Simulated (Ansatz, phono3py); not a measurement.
# NaCl (Fm-3m): lattice thermal conductivity, part 4 of 4

Aim: the lattice thermal conductivity of NaCl against temperature, and which phonons carry it.

What experiment has found for this phase:
- thermal conductivity 7.1 W/m/K near room temperature (given in “Combining the AFLOW GIBBS and Elastic Libraries to efficiently and robustly screen thermo-mechanical properties of solids”, 2017, arXiv:1611.05714)
- thermal conductivity 7.1 W/m/K near room temperature (given in “Predicting the lattice thermal conductivity of solids by solving the Boltzmann transport equation: AFLOW - AAPL an automated, accurate and efficient framework”, 2017, arXiv:1611.05481)

Ansatz 0.2.0; DFT LDA, scalar-relativistic, plane waves, PAW; PAW set soft_1.

So far. Step 2 (A first coarse run): The start is under -2.2 GPa at this level and looks like an insulator or semiconductor on this mesh. Step 5 (Tight relaxation): The residual pressure is -0.0072 GPa, small enough for phonons. The relaxed cell has a = 5.464 Å (conventional setting).

The database entry behind the starting cell differs from later determinations by our own check (an axis about 0.4 % short against later determinations), so it need not match the best structure at ambient conditions.

### Step 7. Anharmonic force constants and conductivity (continued)

The spectral kappa at 300 K by frequency; read off at these points; values in W/m/K/THz:

| frequency (THz) | relaxation time (W/m/K/THz) | full solution (W/m/K/THz) |
| --- | --- | --- |
| 0.10 | 0 | 0 |
| 0.30 | 0 | 0 |
| 0.50 | 1.43 | 1.43 |
| 0.70 | 1.40 | 1.40 |
| 0.90 | 1.55 | 1.57 |
| 1.10 | 0.432 | 0.464 |
| 1.30 | 1.55 | 1.69 |
| 1.70 | 1.00 | 1.28 |
| 1.90 | 1.39 | 1.68 |
| 2.10 | 1.28 | 1.59 |
| 2.30 | 1.50 | 1.82 |
| 2.50 | 2.19 | 2.57 |
| 2.70 | 2.52 | 2.96 |
| 2.90 | 2.47 | 2.80 |
| 3.10 | 2.61 | 3.03 |
| 3.30 | 2.81 | 3.19 |
| 3.50 | 2.90 | 3.31 |
| 3.70 | 2.67 | 3.01 |
| 3.90 | 2.28 | 2.68 |
| 4.30 | 2.24 | 2.74 |
| 4.50 | 1.95 | 2.35 |
| 4.70 | 0.879 | 1.09 |
| 4.90 | 0.906 | 1.21 |
| 5.10 | 0.655 | 0.966 |
| 5.30 | 0.880 | 1.42 |
| 5.50 | 0.888 | 1.50 |
| 5.70 | 0.670 | 1.20 |
| 5.90 | 0.300 | 0.557 |
| 6.10 | 0.285 | 0.331 |
| 6.30 | 0.239 | 0.197 |
| 6.50 | 0.166 | 0.174 |
| 6.90 | 0.108 | 0.201 |
| 7.10 | 0.0690 | 0.157 |
| 7.30 | 0.0303 | 0.0840 |
| 7.50 | 0.0251 | 0.0727 |
| 7.70 | 0.00957 | 0.0297 |
| 7.90 | 0.00287 | 0.00840 |
| 8.10 | 1.1e-4 | 5.8e-4 |

Relaxation-time solution. Share of κ carried by shorter paths against mean free path:

| mean free path (nm) | 100 K | 300 K | 800 K |
| --- | --- | --- | --- |
| 0.316 | 0 | 0 | 0.002 |
| 0.464 | 0 | 0 | 0.007 |
| 0.681 | 0 | 0.001 | 0.016 |
| 1 | 0 | 0.003 | 0.033 |
| 1.47 | 0 | 0.011 | 0.087 |
| 2.15 | 0.001 | 0.022 | 0.192 |
| 3.16 | 0.003 | 0.049 | 0.292 |
| 4.64 | 0.007 | 0.124 | 0.47 |
| 6.81 | 0.015 | 0.228 | 0.681 |
| 10 | 0.033 | 0.346 | 0.802 |
| 14.7 | 0.073 | 0.567 | 0.876 |
| 21.5 | 0.15 | 0.738 | 0.892 |
| 31.6 | 0.272 | 0.844 | 0.914 |
| 46.4 | 0.478 | 0.878 | 0.916 |
| 68.1 | 0.658 | 0.892 | 0.937 |
| 100 | 0.751 | 0.91 | 0.959 |
| 147 | 0.823 | 0.916 | 0.974 |
| 215 | 0.856 | 0.942 | 0.991 |
| 316 | 0.877 | 0.972 | 1 |
| 464 | 0.887 | 0.972 | 1 |
| 681 | 0.913 | 1 | 1 |
| 1000 | 0.945 | 1 | 1 |
| 1470 | 0.965 | 1 | 1 |
| 2150 | 0.988 | 1 | 1 |
| 3160 | 1 | 1 | 1 |

300 K; a sample spread over frequency. Mode lifetimes, by row, the first 40 of 90 rows:

| q1 | q2 | q3 | branch | frequency (THz) | rms speed (km/s) | three-phonon rate (1/ps) | isotope rate (1/ps) | lifetime (ps) | mean free path (nm) |
| --- | --- | --- | --- | --- | --- | --- | --- | --- | --- |
| 0 | 0.0526 | 0.0526 | 1 | 0.444 | 2.27 | 0.00401 | 7.62e-7 | 249 | 567 |
| 0 | 0.0526 | 0.0526 | 3 | 1.042 | 5.35 | 0.183 | 5.08e-5 | 5.47 | 29.3 |
| 0 | 0.1579 | 0.2105 | 1 | 1.509 | 1.95 | 0.082 | 2.42e-4 | 12.2 | 23.7 |
| 0 | 0.0526 | 0.2105 | 1 | 1.731 | 2.8 | 0.53 | 4.64e-4 | 1.88 | 5.27 |
| 0 | 0.0526 | -0.1053 | 3 | 1.941 | 4.42 | 0.228 | 7.95e-4 | 4.37 | 19.3 |
| 0 | 0.3158 | 0.3158 | 1 | 2.117 | 1.01 | 0.0581 | 0.00114 | 16.9 | 17.1 |
| 0 | 0 | 0.1579 | 3 | 2.231 | 4.26 | 0.0971 | 0.00166 | 10.1 | 43.2 |
| 0.0526 | 0.3684 | 0.4211 | 1 | 2.355 | 1.01 | 0.0713 | 0.00208 | 13.6 | 13.8 |
| 0 | 0.0526 | -0.2632 | 1 | 2.444 | 2.79 | 0.467 | 0.00305 | 2.13 | 5.94 |
| 0.0526 | 0.2632 | 0.3684 | 2 | 2.497 | 2.93 | 0.219 | 0.0035 | 4.5 | 13.2 |
| 0 | 0.1579 | -0.2632 | 1 | 2.573 | 2.26 | 0.193 | 0.00382 | 5.09 | 11.5 |
| 0.1053 | 0.2632 | 0.3684 | 2 | 2.648 | 3.27 | 0.347 | 0.00435 | 2.85 | 9.3 |
| 0.1053 | 0.2632 | 0.4737 | 1 | 2.734 | 1.89 | 0.182 | 0.00459 | 5.35 | 10.1 |
| 0.0526 | 0.1579 | 0.4211 | 1 | 2.81 | 2.26 | 0.358 | 0.00534 | 2.75 | 6.22 |
| 0 | 0 | 0.3158 | 1 | 2.89 | 2.86 | 0.52 | 0.00628 | 1.9 | 5.43 |
| 0.0526 | 0.4211 | -0.3684 | 1 | 2.955 | 1.55 | 0.208 | 0.00587 | 4.67 | 7.25 |
| 0.0526 | 0.1053 | 0.4211 | 1 | 3.033 | 2.37 | 0.417 | 0.00715 | 2.36 | 5.58 |
| 0.0526 | 0.3158 | 0.4737 | 2 | 3.103 | 3.13 | 0.217 | 0.00709 | 4.47 | 14 |
| 0.1053 | 0.3158 | -0.2632 | 1 | 3.165 | 1.65 | 0.105 | 0.00717 | 8.94 | 14.8 |
| 0.1053 | 0.4211 | -0.3158 | 1 | 3.234 | 1.68 | 0.217 | 0.00817 | 4.43 | 7.46 |
| 0 | 0.2105 | -0.4737 | 1 | 3.289 | 1.88 | 0.408 | 0.00975 | 2.39 | 4.49 |
| 0.2105 | 0.4211 | -0.3158 | 1 | 3.38 | 1.42 | 0.0945 | 0.0108 | 9.5 | 13.5 |
| 0 | 0.1053 | 0.4737 | 1 | 3.437 | 2 | 0.381 | 0.0137 | 2.53 | 5.07 |
| 0.0526 | 0.2105 | -0.3684 | 1 | 3.497 | 1.96 | 0.264 | 0.0087 | 3.66 | 7.18 |
| 0 | 0.0526 | -0.3684 | 2 | 3.554 | 2.17 | 0.45 | 0.0127 | 2.16 | 4.68 |
| 0 | 0 | 0.4211 | 2 | 3.606 | 2.15 | 0.401 | 0.0177 | 2.39 | 5.13 |
| 0.0526 | 0.3684 | -0.4211 | 2 | 3.667 | 3.2 | 0.151 | 0.0141 | 6.07 | 19.4 |
| 0.1579 | 0.4737 | -0.3158 | 2 | 3.727 | 1.01 | 0.0671 | 0.0155 | 12.1 | 12.2 |
| 0.1579 | 0.3684 | -0.3684 | 2 | 3.786 | 1.71 | 0.188 | 0.0162 | 4.9 | 8.38 |
| 0.0526 | 0.1579 | -0.4211 | 2 | 3.825 | 0.51 | 0.343 | 0.0233 | 2.73 | 1.4 |
| 0.1053 | 0.2105 | -0.4211 | 2 | 3.876 | 1.5 | 0.331 | 0.0324 | 2.75 | 4.13 |
| 0.0526 | 0.3158 | -0.4211 | 2 | 3.91 | 1.23 | 0.174 | 0.0196 | 5.16 | 6.33 |
| 0.0526 | 0.4211 | -0.4211 | 3 | 3.969 | 0.96 | 0.0664 | 0.0113 | 12.9 | 12.3 |
| 0.1053 | 0.3684 | -0.4211 | 3 | 4.024 | 1.74 | 0.145 | 0.00927 | 6.5 | 11.3 |
| 0 | 0.3158 | -0.4211 | 3 | 4.114 | 3.16 | 0.108 | 0.0113 | 8.37 | 26.5 |
| 0.1579 | 0.3158 | -0.4211 | 3 | 4.216 | 2.25 | 0.37 | 0.00801 | 2.65 | 5.95 |
| 0.1579 | 0.3158 | -0.4737 | 3 | 4.305 | 1.76 | 0.329 | 0.0107 | 2.94 | 5.18 |
| 0.0526 | 0.2632 | -0.4211 | 3 | 4.397 | 2.67 | 0.207 | 0.0211 | 4.38 | 11.7 |
| 0.0526 | 0.2105 | -0.2105 | 3 | 4.466 | 2.01 | 0.261 | 0.0239 | 3.51 | 7.07 |
| 0.0526 | 0.1579 | -0.2632 | 3 | 4.527 | 1.55 | 0.257 | 0.0319 | 3.46 | 5.37 |

Without the LO-TO term. Gamma linewidths, by row:

| branch | frequency (cm⁻¹) | three-phonon rate (1/ps) | isotope rate (1/ps) | FWHM (cm⁻¹) |
| --- | --- | --- | --- | --- |
| 4 | 188.3 | 0.31 | 0.0216 | 1.76 |
| 5 | 188.3 | 0.31 | 0.0216 | 1.76 |
| 6 | 188.3 | 0.31 | 0.0216 | 1.76 |

W/m/K, third of the trace; RTA populations with a boundary rate v/L added to each mode (Matthiessen's rule). Kappa by grain size, by row:

| T (K) | bulk | 10 nm | 30 nm | 100 nm | 300 nm | 1000 nm | 10000 nm | 100000 nm |
| --- | --- | --- | --- | --- | --- | --- | --- | --- |
| 100 | 26.58 | 5.022 | 9.892 | 16.11 | 20.62 | 23.69 | 26.11 | 26.53 |
| 300 | 9.189 | 3.979 | 5.969 | 7.561 | 8.394 | 8.871 | 9.15 | 9.185 |
| 600 | 4.68 | 2.701 | 3.575 | 4.161 | 4.445 | 4.595 | 4.671 | 4.679 |

W/m/K, third of the trace; RTA populations with the isotope rates scaled. Kappa by mass disorder, by row:

| T (K) | no isotopes | as typed | variance x 3 | variance x 10 | variance x 30 |
| --- | --- | --- | --- | --- | --- |
| 100 | 30.1 | 26.58 | 22.47 | 16.31 | 10.95 |
| 300 | 9.595 | 9.189 | 8.537 | 7.096 | 5.259 |
| 600 | 4.785 | 4.68 | 4.495 | 4.007 | 3.221 |

At 300 K the relaxation-time value is 9.30 W/(m K).

### Step 8. What came out

| Quantity | Value |
| --- | --- |
| highest frequency | 269.7 cm⁻¹ |
| Debye temperature from the second moment | 302 K |
| κ at 300 K (relaxation time) | 9.305 W/m/K |
| κ at 300 K (full solution) | 11.14 W/m/K |
| mean free path at half of κ | 13 nm |
| share of κ above the three lowest branches | 0.107 |

**Reading.** The lattice of NaCl conducts 11.1 W/(m K) at 300 K by LDA (mean over directions, full solution). The full solution lies +20 % from the relaxation-time value at 300 K, a sign that momentum-conserving scattering matters. Above 300 K the relaxation-time κ falls as T^-0.93, near the 1/T law of three-phonon scattering. Grains of 100 nm would keep 82 % of the bulk value at 300 K, and grains of 1 µm 97 %. Removing the natural isotope disorder raises κ at 300 K by 4 %. A measured thermal conductivity near room temperature is 7.1 W/m/K (arXiv:1611.05714); the calculated 11.1 W/m/K differs by +57 %. The relaxed cell is 8 % smaller in volume than the database cell, which stiffens most phonons and usually raises κ; no run here tested that. Four-phonon, defect and boundary scattering, which are left out, would lower the calculated value; thermal expansion is left out too. The sum rules changed one orbit of cubic constants by up to 15 %; by the manual a large change points to a short cutoff or, on a small and distant orbit, to noisy forces. The conductivities include the coherence part between close branches; the shares for grains, isotopes, branches and paths are of the relaxation-time populations alone. Cubic couplings among atoms farther apart than the pair cutoff are dropped, and neither the cutoff nor the q-mesh was shown to be converged here. The PAW files were made for PBE and are used here under another functional, for which the program regenerates the frozen cores. The cell of these runs is 8 % smaller in volume than the database cell; frequencies and all that rests on them shift with it.

[Hosts, paths, dates, database ids (printed as entryN), source tags and the programs' standing remarks are cut or masked in the printed files.]

[A step with changed settings may run another functional than the one named; its input shows which.]
